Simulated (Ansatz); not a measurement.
## LiMgBr3 (model cell, started as cubic perovskite with Mg in the octahedra): following an unstable mode

Aim: this structure of LiMgBr3 (model cell, started as cubic perovskite with Mg in the octahedra) is to be tested for unstable modes, and one is followed downhill.

Program: Ansatz 0.2.0. Level of theory: DFT PBEsol, scalar-relativistic, plane waves, PAW; PAW set soft_1. Results are calculated unless marked as measured.

Report form: the programs' logs are mostly left out.

The structure was built from a prototype and need not be the compound's stable phase.

### 1. Set-up

It takes space group Pm-3m (No. 221, cubic). Conventional cell: a = 5.212 Å, b = 5.212 Å, c = 5.212 Å, α = 90.00°, β = 90.00°, γ = 90.00°. Nearest to Li lie 12 Br at 3.69 Å. Nearest to Mg lie 6 Br at 2.61 Å. Nearest to Br lie 2 Mg at 2.61 Å. Farther neighbours and most contacts between anions are not listed.

### 2. Phonons on a q mesh

The cell comes from relaxations at this level that are not shown. Stability and thermal properties need the whole zone. Linear response on a 2×2×2 q mesh gives force constants as far as a supercell of that size would, and the tensors from the zone-centre run are typed in so that the long-range dipole term is interpolated apart.

The input, input.yaml:

```yaml
crystal:
  lattice:
    - [5.2123358958, 0.0, 0.0]
    - [0.0, 5.2123358958, 0.0]
    - [0.0, 0.0, 5.2123358958]
  atoms:
    - { symbol: Li, position: [0.0, 0.0, 0.0] }
    - { symbol: Mg, position: [0.5, 0.5, 0.5] }
    - { symbol: Br, position: [0.5, 0.5, 0.0] }
    - { symbol: Br, position: [0.5, 0.0, 0.5] }
    - { symbol: Br, position: [0.0, 0.5, 0.5] }
kpoints:
  mp_grid: { grid: [6, 6, 6] }
hamiltonian:
  xc: pbesol
  pseudopotentials: { kind: paw, azcp: { folder: soft_1 }, xc_functional: pbe }
scf:
  occupations: { method: fixed }
output:
  eigenvalues: true
phonons:
  method: dfpt
  qmesh: [2, 2, 2]
  temperatures: { t_max: 1000, t_step: 50 }
  qpath:
    path:
      - [[0.0, 0.0, 0.0], [0.0, 0.5, 0.0], [0.5, 0.5, 0.0], [0.0, 0.0, 0.0], [0.5, 0.5, 0.5], [0.0, 0.5, 0.0]]
      - [[0.5, 0.5, 0.5], [0.5, 0.5, 0.0]]
    npoints: 10
  non_analytic_term:
    high_frequency_dielectric_tensor: [[3.3007, 0.0, 0.0], [0.0, 3.3007, 0.0], [0.0, 0.0, 3.3007]]
    born_effective_charges:
      - { species: Li, tensor: [[1.4392, 0.0, 0.0], [0.0, 1.4392, 0.0], [0.0, 0.0, 1.4392]] }
      - { species: Mg, tensor: [[2.3693, 0.0, 0.0], [0.0, 2.3693, 0.0], [0.0, 0.0, 2.3693]] }
      - { species: Br, tensor: [[-0.8839, 0.0, 0.0], [0.0, -0.8839, 0.0], [0.0, 0.0, -2.0407]] }
      - { species: Br, tensor: [[-0.8839, 0.0, 0.0], [0.0, -2.0407, 0.0], [0.0, 0.0, -0.8839]] }
      - { species: Br, tensor: [[-2.0407, 0.0, 0.0], [0.0, -0.8839, 0.0], [0.0, 0.0, -0.8839]] }
    source: "zone-centre run at this cell"
```

Run with:

```
$ ansatz run input.yaml --threads 8 --pin off --max-ram 16384MiB --backend cpu --events-out ev --progress --plain --runs-dir out
```

Elapsed: 41 s, on 8 threads of Arm Neoverse V2, shared host; peak memory 0.9 GiB.

This step gave:

```yaml
gap_on_the_k_mesh: 2.869 eV
volume_per_atom: 28.32 Å³
sum_rule_residual_before_enforcement: 1.99e-4 eV/Å²
lowest_frequency_on_the_path: -175.8 cm⁻¹
point_group: m-3m
highest_frequency_on_the_path_or_at_a_solved_wavevector: 307.6 cm⁻¹
highest_optical_mode_at_the_zone_centre_no_lo_to_term: 238.1 cm⁻¹
lowest_optical_zone_centre_mode: -175.8 cm⁻¹
lowest_mode_on_the_q_mesh_acoustic_modes_at_gamma_apart: -175.8 cm⁻¹
```

Frequencies (cm⁻¹) solved at each irreducible wavevector; negative means imaginary. Frequencies by wavevector, by row:

```
q in reciprocal lattice units  star  mode 1  mode 2  mode 3  mode 4  mode 13  mode 14  mode 15
                        0 0 0     1  -175.8  -175.8  -175.8    -9.9    238.1    238.1    238.1
                     0 0 -0.5     3  -167.1  -167.1   -19.4   -19.4    237.8    237.8    258.3
                  0 -0.5 -0.5     3  -155.5  -151.2  -151.2   -66.5    237.5    270.6    270.6
               -0.5 -0.5 -0.5     1  -172.7  -172.7  -172.7   -66.6    271.7    271.7    271.7
```

Interpolated from a 2×2×2 q mesh, with the LO-TO term (at Γ the limit along the path; where Γ stands inside the path, tables give the limit on arrival). The phonon branches at the labelled points (cm⁻¹):

```
    point  branch 1  branch 2  branch 3  branch 4  branch 12  branch 13  branch 14  branch 15
        Γ      -176      -176       -88       -10         96        238        238        308
  halfway      -172      -172       -36       -14        129        238        238        290
        X      -167      -167       -19       -19        187        238        238        258
  halfway      -162      -159      -110       -50        168        238        259        265
        M      -156      -151      -151       -66        184        238        271        271
  halfway      -167      -156      -106       -40        138        238        239        288
        Γ      -176      -176       -88       -10         96        238        238        308
  halfway      -160      -160      -125       -44        148        242        242        284
        R      -173      -173      -173       -67        196        272        272        272
  halfway      -165      -158      -138       -53        169        246        264        267
        X      -167      -167       -19       -19        187        238        238        258
jump to R      -173      -173      -173       -67        196        272        272        272
  halfway      -164      -162      -162       -67        184        254        271        271
        M      -156      -151      -151       -66        184        238        271        271
```

Symmetry leaves 4 wavevectors to solve. The lowest mode among them, the acoustic zeros apart, lies at Γ and is imaginary, 175.8i cm⁻¹, so the energy falls along it.

### 3. The mode frozen in, largest atomic shift 0 Å

The mode followed lies at q = (-0.5, -0.5, -0.5) with frequency 172.7i cm⁻¹ and is 3-fold degenerate, one of the unstable modes though not the softest. At small amplitude the distorted cell has space group no. 166 by a symmetry search on the positions. The undistorted cell that holds it gives the zero of energy on the same k mesh.

System of this step: LiMgBr3 (model cell, started as cubic perovskite with Mg in the octahedra). It takes space group Pm-3m (No. 221, cubic). Conventional cell: a = 5.212 Å, b = 5.212 Å, c = 5.212 Å, α = 90.00°, β = 90.00°, γ = 90.00°. Nearest to Li lie 12 Br at 3.69 Å. Nearest to Mg lie 6 Br at 2.61 Å. Nearest to Br lie 2 Mg at 2.61 Å. Farther neighbours and most contacts between anions are not listed.

The input, input.yaml:

```yaml
crystal:
  lattice:
    - [5.2123358958, 5.2123358958, 0.0]
    - [5.2123358958, 0.0, 5.2123358958]
    - [5.2123358958, 0.0, -5.2123358958]
  atoms:
    - { symbol: Li, position: [0.0, 0.0, 0.0] }
    - { symbol: Li, position: [0.0, 0.5, 0.5] }
    - { symbol: Mg, position: [0.5, 0.25, 0.75] }
    - { symbol: Mg, position: [0.5, 0.75, 0.25] }
    - { symbol: Br, position: [0.5, 0.0, 0.0] }
    - { symbol: Br, position: [0.5, 0.5, 0.5] }
    - { symbol: Br, position: [0.0, 0.5, 0.0] }
    - { symbol: Br, position: [0.0, 0.0, 0.5] }
    - { symbol: Br, position: [0.5, 0.0, 0.5] }
    - { symbol: Br, position: [0.5, 0.5, 0.0] }
kpoints:
  mp_grid: { grid: [4, 4, 4] }
hamiltonian:
  xc: pbesol
  pseudopotentials: { kind: paw, azcp: { folder: soft_1 }, xc_functional: pbe }
scf:
  occupations: { method: gaussian, width: 0.02 }
output:
  forces: true
  stress: true
  eigenvalues: true
```

Wall time 0.95 s (8 threads); peak memory 0.78 GiB.

This step gave:

```yaml
pressure: 0.004782 GPa
energy_from_the_undistorted_cell: 0 meV/atom
```

At this level the gap is 2.87 eV on the k-mesh of the self-consistent run, which can miss the band edges.

### 4. The mode frozen in, largest atomic shift 0.6 Å

The atoms are moved along the unstable eigenvector, the largest shift by 0.6 Å, with the cell fixed.

input.yaml, the sections that differ from step 3:

```yaml
crystal:
  lattice:
    - [5.2123358958, 5.2123358958, 0.0]
    - [5.2123358958, 0.0, 5.2123358958]
    - [5.2123358958, 0.0, -5.2123358958]
  atoms:
    - { symbol: Li, position: [0.0664596773, -0.0332298386, -0.0996895159] }
    - { symbol: Li, position: [-0.0664596773, 0.5332298386, 0.5996895159] }
    - { symbol: Mg, position: [0.5, 0.25, 0.75] }
    - { symbol: Mg, position: [0.5, 0.75, 0.25] }
    - { symbol: Br, position: [0.5032880533, -0.0032880533, -0.0032880533] }
    - { symbol: Br, position: [0.4967119467, 0.5032880533, 0.5032880533] }
    - { symbol: Br, position: [0.0, 0.5, -0.0032880533] }
    - { symbol: Br, position: [0.0, 0.0, 0.5032880533] }
    - { symbol: Br, position: [0.4967119467, 0.0, 0.5032880533] }
    - { symbol: Br, position: [0.5032880533, 0.5, -0.0032880533] }
# kpoints, hamiltonian, scf, output: as in step 3
```

The job ended after 1.3 s (8 threads; peak memory 0.91 GiB; 8.5 s of CPU time).

This step gave:

```
pressure                         : 0.09902 GPa
gap on the k-mesh                : 2.842 eV
energy from the undistorted cell : -27.28 meV/atom
```

The energy, extrapolated to zero smearing, is -27.28 meV/atom against the undistorted cell.

The run ends at a pressure of 0.10 GPa, with forces up to 0.40 eV/Å.

### 5. Energy along the mode, all amplitudes (two of the runs are shown above)

An imaginary frequency means negative curvature, so the energy should fall and then rise again as anharmonic terms take over.

This step gave:

```yaml
depth_at_the_lowest_point_sampled: 27.28 meV/atom
largest_atomic_shift_at_that_point: 0.6 Å
```

The energy from the parent by largest atomic shift:

```
largest atomic shift (Å)  energy from the parent (meV/atom)
                   0.000                                  0
                   0.040                             -0.129
                   0.080                             -0.514
                   0.140                              -1.57
                   0.220                              -3.86
                   0.320                              -8.11
                   0.450                              -15.8
                   0.600                              -27.3
```

Displacement at unit largest shift by atom:

```
atom   x (Å)   y (Å)   z (Å)   size
 Li1  -0.577   0.577   0.577  0.999
 Li2   0.577  -0.577  -0.577  0.999
 Mg3   0.000   0.000   0.000  0.000
 Mg4   0.000   0.000   0.000  0.000
 Br5  -0.029   0.029   0.000  0.041
 Br6   0.029  -0.029   0.000  0.041
 Br7  -0.029   0.000   0.029  0.041
 Br8   0.029   0.000  -0.029  0.041
 Br9   0.000  -0.029  -0.029  0.041
Br10   0.000   0.029   0.029  0.041
```

The lowest of the steps tried is the last one, at 0.6 Å, 27.3 meV/atom below the parent; the bottom of the well need not coincide with a step.

### 6. Relaxation from the frozen mode

Starting from the lowest point found, all atoms and the cell are let go, so that strain and other modes of the same symmetry can join in.

Changes to input.yaml since step 4:

```diff
@@ -22,3 +22,3 @@
 scf:
-  occupations: { method: gaussian, width: 0.02 }
+  occupations: { method: fixed }
 output:
@@ -27 +27,6 @@
   eigenvalues: true
+relax:
+  adjacent_minimum: "off"
+  f_tol: 0.002
+  max_steps: 120
+  cell: { stress_tol: 0.03 }
```

The job ended after 13 s (8 threads; peak memory 0.98 GiB).

Relaxation path:

```
step  energy less that of the first step (eV)  largest force component (eV/Å)  pressure (GPa)  volume (Å³)
   1                                   0.0000                          0.2320            0.10       283.22
   2                                  -0.2414                          0.2933           -0.01       286.56
   3                                  -0.4448                          0.2842           -0.02       288.80
   4                                  -0.6282                          0.1969            0.42       289.24
   5                                  -0.7440                          0.0949            0.03       296.46
   6                                  -0.7731                          0.0226            0.14       297.44
   7                                  -0.7836                          0.0532            0.02       300.40
   8                                  -0.7861                          0.0022            0.01       299.57
   9                                  -0.7861                          0.0004            0.00       299.62
 10*                                  -0.7872                          0.0004            0.00       299.62
```

Relaxation steps marked * repeat the geometry before them on a plane-wave basis chosen anew for their cell, so energy and pressure can jump there.

The run keeps the 12 symmetry operations that it works with, so distortions that break them were not tested.

```
conventional cell, symmetrised  before   after  change
                         a (Å)   7.371   7.385  +0.2 %
                         b (Å)   7.371   7.385  +0.2 %
                         c (Å)  18.056  19.029  +5.4 %
              volume (Å³/atom)   28.32   29.96  +5.8 %
```

The atoms that moved most (Å, as changes of fractional coordinates times the final cell):

```
atom      dx      dy      dz  length
 Li1  -0.577   0.577   0.577   0.999
 Li2   0.577  -0.577  -0.577   0.999
 Br6   0.045  -0.045  -0.001   0.063
Br10  -0.001   0.045   0.045   0.063
 Br7  -0.045   0.001   0.045   0.063
 Br9   0.001  -0.045  -0.045   0.063
 Br5  -0.045   0.045   0.001   0.063
 Br8   0.045  -0.001  -0.045   0.063
```

This step gave:

* pressure: 0.001501 GPa
* gap on the k-mesh: 2.484 eV
* volume per atom: 29.96 Å³

The distorted start has space group R-3m; the relaxation ends in R-3m.

### 7. The new phase in its own primitive cell

The relaxed structure is symmetrised, reduced to its primitive cell and relaxed tightly, as its phonons need.

The input, input.yaml:

```yaml
crystal:
  lattice:
    - [3.692744193, 2.1320068539, 6.3429030461]
    - [-3.692744193, 2.1320068539, 6.3429030461]
    - [0.0, -4.2640137078, 6.3429030461]
  atoms:
    - { symbol: Li, position: [0.8357304637, 0.8357304637, 0.8357304637] }
    - { symbol: Li, position: [0.1642695363, 0.1642695363, 0.1642695363] }
    - { symbol: Mg, position: [0.5, 0.5, 0.5] }
    - { symbol: Mg, position: [0.0, 0.0, 0.0] }
    - { symbol: Br, position: [0.2499448435, 0.7616101482, 0.2499448435] }
    - { symbol: Br, position: [0.7500551565, 0.2383898518, 0.7500551565] }
    - { symbol: Br, position: [0.2499448435, 0.2499448435, 0.7616101482] }
    - { symbol: Br, position: [0.7500551565, 0.7500551565, 0.2383898518] }
    - { symbol: Br, position: [0.2383898518, 0.7500551565, 0.7500551565] }
    - { symbol: Br, position: [0.7616101482, 0.2499448435, 0.2499448435] }
kpoints:
  mp_grid: { grid: [6, 6, 6] }
hamiltonian:
  xc: pbesol
  pseudopotentials: { kind: paw, azcp: { folder: soft_1 }, xc_functional: pbe }
scf:
  occupations: { method: fixed }
output:
  forces: true
  stress: true
  eigenvalues: true
relax:
  adjacent_minimum: "off"
  f_tol: 0.001
  max_steps: 60
  cell: { stress_tol: 0.01 }
```

The job ended after 6.8 s (8 threads; peak memory 1.1 GiB).

Little changed from the start: no atom moved by 0.005 Å and no cell edge by 0.1 %.

Numbers from this step:

* pressure: 9.83e-4 GPa
* direct gap on mesh: 2.484 eV

The largest force component left is 0.35 meV/Å and the pressure is 0.001 GPa, within the tolerances set. The cell now holds 29.96 Å³/atom.

(Continued in part 2 of 2.)

[Logs are printed without paths, hosts, clocks, repeated set-up lines and the standing remarks that a program may print on its own settings, such as how far it seeks lower states.]

[Hosts, paths, dates, database ids (printed as entryN), source tags and the programs' standing remarks are cut or masked in the printed files.]
